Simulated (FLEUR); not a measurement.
# E(M) of TiHg

Aim: the energy of TiHg as a function of its total spin moment.

Program: FLEUR MaX-R8.1. Level of theory: PBEsol; all-electron FLAPW, Dirac cores, scalar-relativistic bands. Results are calculated unless marked as measured.

This is a report of a sequence of runs, with most program output left out.

**1. The structure**

The structure is tetragonal, space group P4/mmm (No. 123). Conventional cell: a = 3.009 Å, b = 3.009 Å, c = 4.041 Å, α = 90.00°, β = 90.00°, γ = 90.00°. Ti has 8 Hg at 2.93 Å and 4 Ti at 3.01 Å nearest. Hg has 8 Ti at 2.93 Å and 4 Hg at 3.01 Å nearest. Farther neighbours are not listed.

Structure file:

```cif
data_structure
_symmetry_space_group_name_H-M 'P4/mmm'
_symmetry_Int_Tables_number 123
_cell_length_a 3.0090
_cell_length_b 3.0090
_cell_length_c 4.0410
_cell_angle_alpha 90.000
_cell_angle_beta 90.000
_cell_angle_gamma 90.000
_cell_volume 36.59
loop_
_atom_site_label
_atom_site_type_symbol
_atom_site_symmetry_multiplicity
_atom_site_Wyckoff_symbol
_atom_site_fract_x
_atom_site_fract_y
_atom_site_fract_z
_atom_site_occupancy
Ti1 Ti 1 d 0.50000 0.50000 0.50000 1
Hg1 Hg 1 a 0.00000 0.00000 0.00000 1
```

**2. The free run**

The free run tells which range of moments is worth scanning.

inpgen writes inp.xml from crystal.txt; cutoffs, mixing, functional, smearing and local orbitals are then set in the file. The k list default-1 (kpts.xml, not shown) is a Γ-centred 10×10×10 mesh; where the ranks do not divide the number of points, some are split in two of half the weight.

Input file inp.xml:

```
<?xml version="1.0" encoding="UTF-8" standalone="no"?>
<fleurInput fleurInputVersion="0.39">
   <comment>
      TiHg
   </comment>
   <calculationSetup>
      <cutoffs Kmax="3.6" Gmax="10.8" GmaxXC="10.8" numbands="0"/>
      <scfLoop itmax="90" minDistance="0.00002" maxIterBroyd="15" imix="Anderson" alpha="0.05" precondParam="0.0" spinf="2.0" sdNocoIR="T"/>
      <coreElectrons ctail="T" frcor="F" kcrel="0" coretail_lmax="0"/>
      <xcFunctional name="PBEs" relativisticCorrections="F"/>
      <magnetism jspins="2"/>
      <soc l_soc="F" theta="0.0" phi="0.0" spav="F"/>
      <expertModes spex="0" secvar="F"/>
      <geometryOptimization l_f="F" forcealpha="1.0" forcemix="BFGS" epsdisp="0.00001" epsforce="0.00001"/>
      <ldaU l_linMix="F" mixParam="0.05" spinf="1.0"/>
   </calculationSetup>
   <cell>
      <bzIntegration valenceElectrons="30.0" mode="hist" fermiSmearingEnergy="0.00110248">
         <kPointListSelection listName="default-1"/>
         <xi:include xmlns:xi="http://www.w3.org/2001/XInclude" href="kpts.xml"> </xi:include>
      </bzIntegration>
      <xi:include xmlns:xi="http://www.w3.org/2001/XInclude" href="sym.xml"> </xi:include>
      <bulkLattice scale="1.0">
         <bravaisMatrix>
            <row-1>    5.6861859089213995     0.0000000000000000     0.0000000000000000</row-1>
            <row-2>    0.0000000000000000     5.6861859089213995     0.0000000000000000</row-2>
            <row-3>    0.0000000000000000     0.0000000000000000     7.6363832695086007</row-3>
         </bravaisMatrix>
      </bulkLattice>
   </cell>
   <atomSpecies>
      <species name="Titanium (1.001" element="Ti" atomicNumber="22">
         <mtSphere radius="2.7" gridPoints="893" logIncrement="0.014"/>
         <atomicCutoffs lmax="10" lnonsphr="8"/>
         <electronConfig flipSpins="F">
            <coreConfig>(1s1/2) (2s1/2) (2p1/2) (2p3/2)</coreConfig>
            <valenceConfig>(3s1/2) (3p1/2) (3p3/2) (4s1/2) (3d3/2) (3d5/2)</valenceConfig>
            <stateOccupation state="(3d3/2)" spinUp="0.4" spinDown="0.4"/>
            <stateOccupation state="(3d5/2)" spinUp="1.1005" spinDown="0.0995"/>
         </electronConfig>
         <energyParameters s="4" p="4" d="3" f="4"/>
         <lo type="SCLO" l="0" n="3" eDeriv="0"/>
         <lo type="SCLO" l="1" n="3" eDeriv="0"/>
      </species>
      <species name="Mercury (Hg)" element="Hg" atomicNumber="80">
         <mtSphere radius="2.7" gridPoints="893" logIncrement="0.015"/>
         <atomicCutoffs lmax="10" lnonsphr="8"/>
         <electronConfig flipSpins="F">
            <coreConfig>(1s1/2) (2s1/2) (2p1/2) (2p3/2) (3s1/2) (3p1/2) (3p3/2) (4s1/2) (3d3/2) (3d5/2) (4p1/2) (4p3/2) (5s1/2) (4d3/2) (4d5/2) (4f5/2) (4f7/2)</coreConfig>
            <valenceConfig>(5p1/2) (5p3/2) (6s1/2) (5d3/2) (5d5/2)</valenceConfig>
         </electronConfig>
         <energyParameters s="6" p="6" d="5" f="5"/>
         <lo type="SCLO" l="1" n="5" eDeriv="0"/>
      </species>
   </atomSpecies>
   <atomGroups>
      <atomGroup species="Titanium (1.001">
         <relPos label="                   1">1.000/2.000 1.000/2.000 1.000/2.000</relPos>
         <force calculate="T" relaxXYZ="TTT"/>
      </atomGroup>
      <atomGroup species="Mercury (Hg)">
         <relPos label="                   2">.0000000000 .0000000000 .0000000000</relPos>
         <force calculate="T" relaxXYZ="TTT"/>
      </atomGroup>
   </atomGroups>
   <output dos="F" band="F" slice="F">
      <bandDOS minEnergy="-.5*Htr" maxEnergy="0.5*Htr" sigma="0.015" storeEVData="T"/>
      <plotting iplot="0" polar="F">
         <plot TwoD="T" vec1="  1.0  0.0  0.0" vec2="  0.0  1.0  0.0" vec3="  0.0  0.0  1.0" zero="  0.0  0.0  0.0" file="plot"/>
      </plotting>
      <moessbauerParams electricFieldGradient="F" isomerShift="F" coreHyperfine="F" valenceHyperfine="F"/>
   </output>
</fleurInput>
```

Input file crystal.txt:

```
TiHg
&input film=F cartesian=F /
3.00900000000  0.00000000000  0.00000000000
0.00000000000  3.00900000000  0.00000000000
0.00000000000  0.00000000000  4.04100000000
1.8897261246
1.0 1.0 1.0

2
22 0.50000000000  0.50000000000  0.50000000000 : 1.001
80 0.00000000000  0.00000000000  0.00000000000

&kpt div1=10 div2=10 div3=10 gamma=T /
```

Run with:

```console
OMP_NUM_THREADS=1 inpgen -f crystal.txt > inpgen.log  # inp.xml is then edited as shown
OMP_NUM_THREADS=1 mpirun -n 2 fleur_MPI > fleur.log
```

The job ended after 78 s (2 MPI ranks of Arm Neoverse V2, shared host; peak memory 0.18 GiB; 2.6 min of CPU time).

Numbers from this step:

```yaml
free_energy: -558086.5338 eV
program_s_band_gap_on_this_mesh_in_a_metal_only_a_level_spacing: 0.005679 eV
magnetization: 0.5659 μB
final_state: ferromagnetic
largest_moment: 0.4702 μB
```

After 32 cycles the largest moment stands at 0.470 μB.

**3. No spin polarisation**

inp.xml, as its differences from that of step 2:

```diff
@@ -10,3 +10,3 @@
       <xcFunctional name="PBEs" relativisticCorrections="F"/>
-      <magnetism jspins="2"/>
+      <magnetism jspins="1"/>
       <soc l_soc="F" theta="0.0" phi="0.0" spav="F"/>
@@ -31,3 +31,3 @@
    <atomSpecies>
-      <species name="Titanium (1.001" element="Ti" atomicNumber="22">
+      <species name="Titanium (Ti)" element="Ti" atomicNumber="22">
          <mtSphere radius="2.7" gridPoints="893" logIncrement="0.014"/>
@@ -37,4 +37,4 @@
             <valenceConfig>(3s1/2) (3p1/2) (3p3/2) (4s1/2) (3d3/2) (3d5/2)</valenceConfig>
-            <stateOccupation state="(3d3/2)" spinUp="0.4" spinDown="0.4"/>
-            <stateOccupation state="(3d5/2)" spinUp="1.1005" spinDown="0.0995"/>
+            <stateOccupation state="(3d3/2)" spinUp="0.400000" spinDown="0.400000"/>
+            <stateOccupation state="(3d5/2)" spinUp="0.600000" spinDown="0.600000"/>
          </electronConfig>
@@ -56,3 +56,3 @@
    <atomGroups>
-      <atomGroup species="Titanium (1.001">
+      <atomGroup species="Titanium (Ti)">
          <relPos label="                   1">1.000/2.000 1.000/2.000 1.000/2.000</relPos>
```

crystal.txt, as its differences from that of step 2:

```diff
@@ -9,3 +9,3 @@
 2
-22 0.50000000000  0.50000000000  0.50000000000 : 1.001
+22 0.50000000000  0.50000000000  0.50000000000
 80 0.00000000000  0.00000000000  0.00000000000
```

Elapsed: 26 s, on 2 MPI ranks; peak memory 0.15 GiB.

Numbers from this step:

| Quantity | Value |
| --- | --- |
| free energy | -558086.5249 eV |
| program's band gap on this mesh (in a metal only a level spacing) | 0.003904 eV |
| final state | non-magnetic (no spin polarisation) |

Its energy lies +8.9 meV a cell from the free run's.

**4. Moment fixed at 0.583 μB**

Two Fermi energies hold the total moment; the run starts from the free run's density.

inp.xml, as its differences from that of step 3:

```diff
@@ -10,3 +10,3 @@
       <xcFunctional name="PBEs" relativisticCorrections="F"/>
-      <magnetism jspins="1"/>
+      <magnetism jspins="2" fixed_moment="0.583"/>
       <soc l_soc="F" theta="0.0" phi="0.0" spav="F"/>
@@ -31,3 +31,3 @@
    <atomSpecies>
-      <species name="Titanium (Ti)" element="Ti" atomicNumber="22">
+      <species name="Titanium (1.001" element="Ti" atomicNumber="22">
          <mtSphere radius="2.7" gridPoints="893" logIncrement="0.014"/>
@@ -37,4 +37,4 @@
             <valenceConfig>(3s1/2) (3p1/2) (3p3/2) (4s1/2) (3d3/2) (3d5/2)</valenceConfig>
-            <stateOccupation state="(3d3/2)" spinUp="0.400000" spinDown="0.400000"/>
-            <stateOccupation state="(3d5/2)" spinUp="0.600000" spinDown="0.600000"/>
+            <stateOccupation state="(3d3/2)" spinUp="0.4" spinDown="0.4"/>
+            <stateOccupation state="(3d5/2)" spinUp="1.1005" spinDown="0.0995"/>
          </electronConfig>
@@ -56,3 +56,3 @@
    <atomGroups>
-      <atomGroup species="Titanium (Ti)">
+      <atomGroup species="Titanium (1.001">
          <relPos label="                   1">1.000/2.000 1.000/2.000 1.000/2.000</relPos>
```

Run with:

```console
OMP_NUM_THREADS=1 mpirun -n 2 fleur_MPI > fleur.log
```

It took 34 s on 2 MPI ranks; peak memory 0.13 GiB.

This step gave:

| Quantity | Value |
| --- | --- |
| magnetization | 0.583 μB |

Its energy lies -0.0 meV a cell from the free run's.

**5. Moment fixed at 0.437 μB**

inp.xml, as its differences from that of step 4:

```diff
@@ -10,3 +10,3 @@
       <xcFunctional name="PBEs" relativisticCorrections="F"/>
-      <magnetism jspins="2" fixed_moment="0.583"/>
+      <magnetism jspins="2" fixed_moment="0.437"/>
       <soc l_soc="F" theta="0.0" phi="0.0" spav="F"/>
```

Run time: 44 s. Hardware: 2 MPI ranks; peak memory 0.17 GiB; 87 s of CPU time.

Read from the output:

| Property | Result |
| --- | --- |
| magnetization | 0.437 μB |

Its energy lies +1.6 meV a cell from the free run's.

**6. Moment fixed at 0.729 μB**

inp.xml, as its differences from that of step 5:

```diff
@@ -10,3 +10,3 @@
       <xcFunctional name="PBEs" relativisticCorrections="F"/>
-      <magnetism jspins="2" fixed_moment="0.437"/>
+      <magnetism jspins="2" fixed_moment="0.729"/>
       <soc l_soc="F" theta="0.0" phi="0.0" spav="F"/>
```

The job ended after 44 s (2 MPI ranks; peak memory 0.13 GiB).

Numbers from this step:

```
magnetization : 0.729 μB
```

Its energy lies +1.0 meV a cell from the free run's.

**7. E(M)**

The other moments were run in the same way.

Energy over the lowest against total spin moment:

| total spin moment (μB a cell) | energy over the lowest (meV a cell) |
| --- | --- |
| 0.000 | 8.86 |
| 0.146 | 8.25 |
| 0.291 | 5.75 |
| 0.437 | 1.62 |
| 0.566 | 0.00264 |
| 0.583 | 0 |
| 0.729 | 0.956 |
| 0.874 | 3.04 |
| 1.020 | 5.71 |
| 1.166 | 13.7 |

Moment, largest sphere moment against total spin moment:

| total spin moment (μB a cell) | moment, largest sphere moment (μB) |
| --- | --- |
| 0.000 | 0 |
| 0.146 | 0.120 |
| 0.291 | 0.243 |
| 0.437 | 0.365 |
| 0.566 | 0.470 |
| 0.583 | 0.484 |
| 0.729 | 0.607 |
| 0.874 | 0.731 |
| 1.020 | 0.857 |
| 1.166 | 0.974 |

**8. Results**

| Item | Value |
| --- | --- |
| moment of the free run | 0.566 μB a cell |
| moment of the lowest point | 0.583 μB a cell |
| energy of the spinless run | 8.86 meV a cell over the lowest |

What this shows: The lowest point lies 8.86 meV a cell under the spinless run, in free energy at a smearing of 0.03 eV. The point at zero is the spinless run. Opposed orders, which also have no total moment, were not run.

[Logs and program files are shortened in this print: banners, set-up blocks, solver, clock and traceback lines can be left out without a mark of their own.]

[Logs are printed without paths, hosts, clocks, repeated set-up lines and the standing remarks that a program may print on its own settings, such as how far it seeks lower states.]

[Hosts, paths, dates, database ids (printed as entryN), source tags and the programs' standing remarks are cut or masked in the printed files.]

[Where a cell is said to come from a database of computed structures, the database is the Materials Project.]
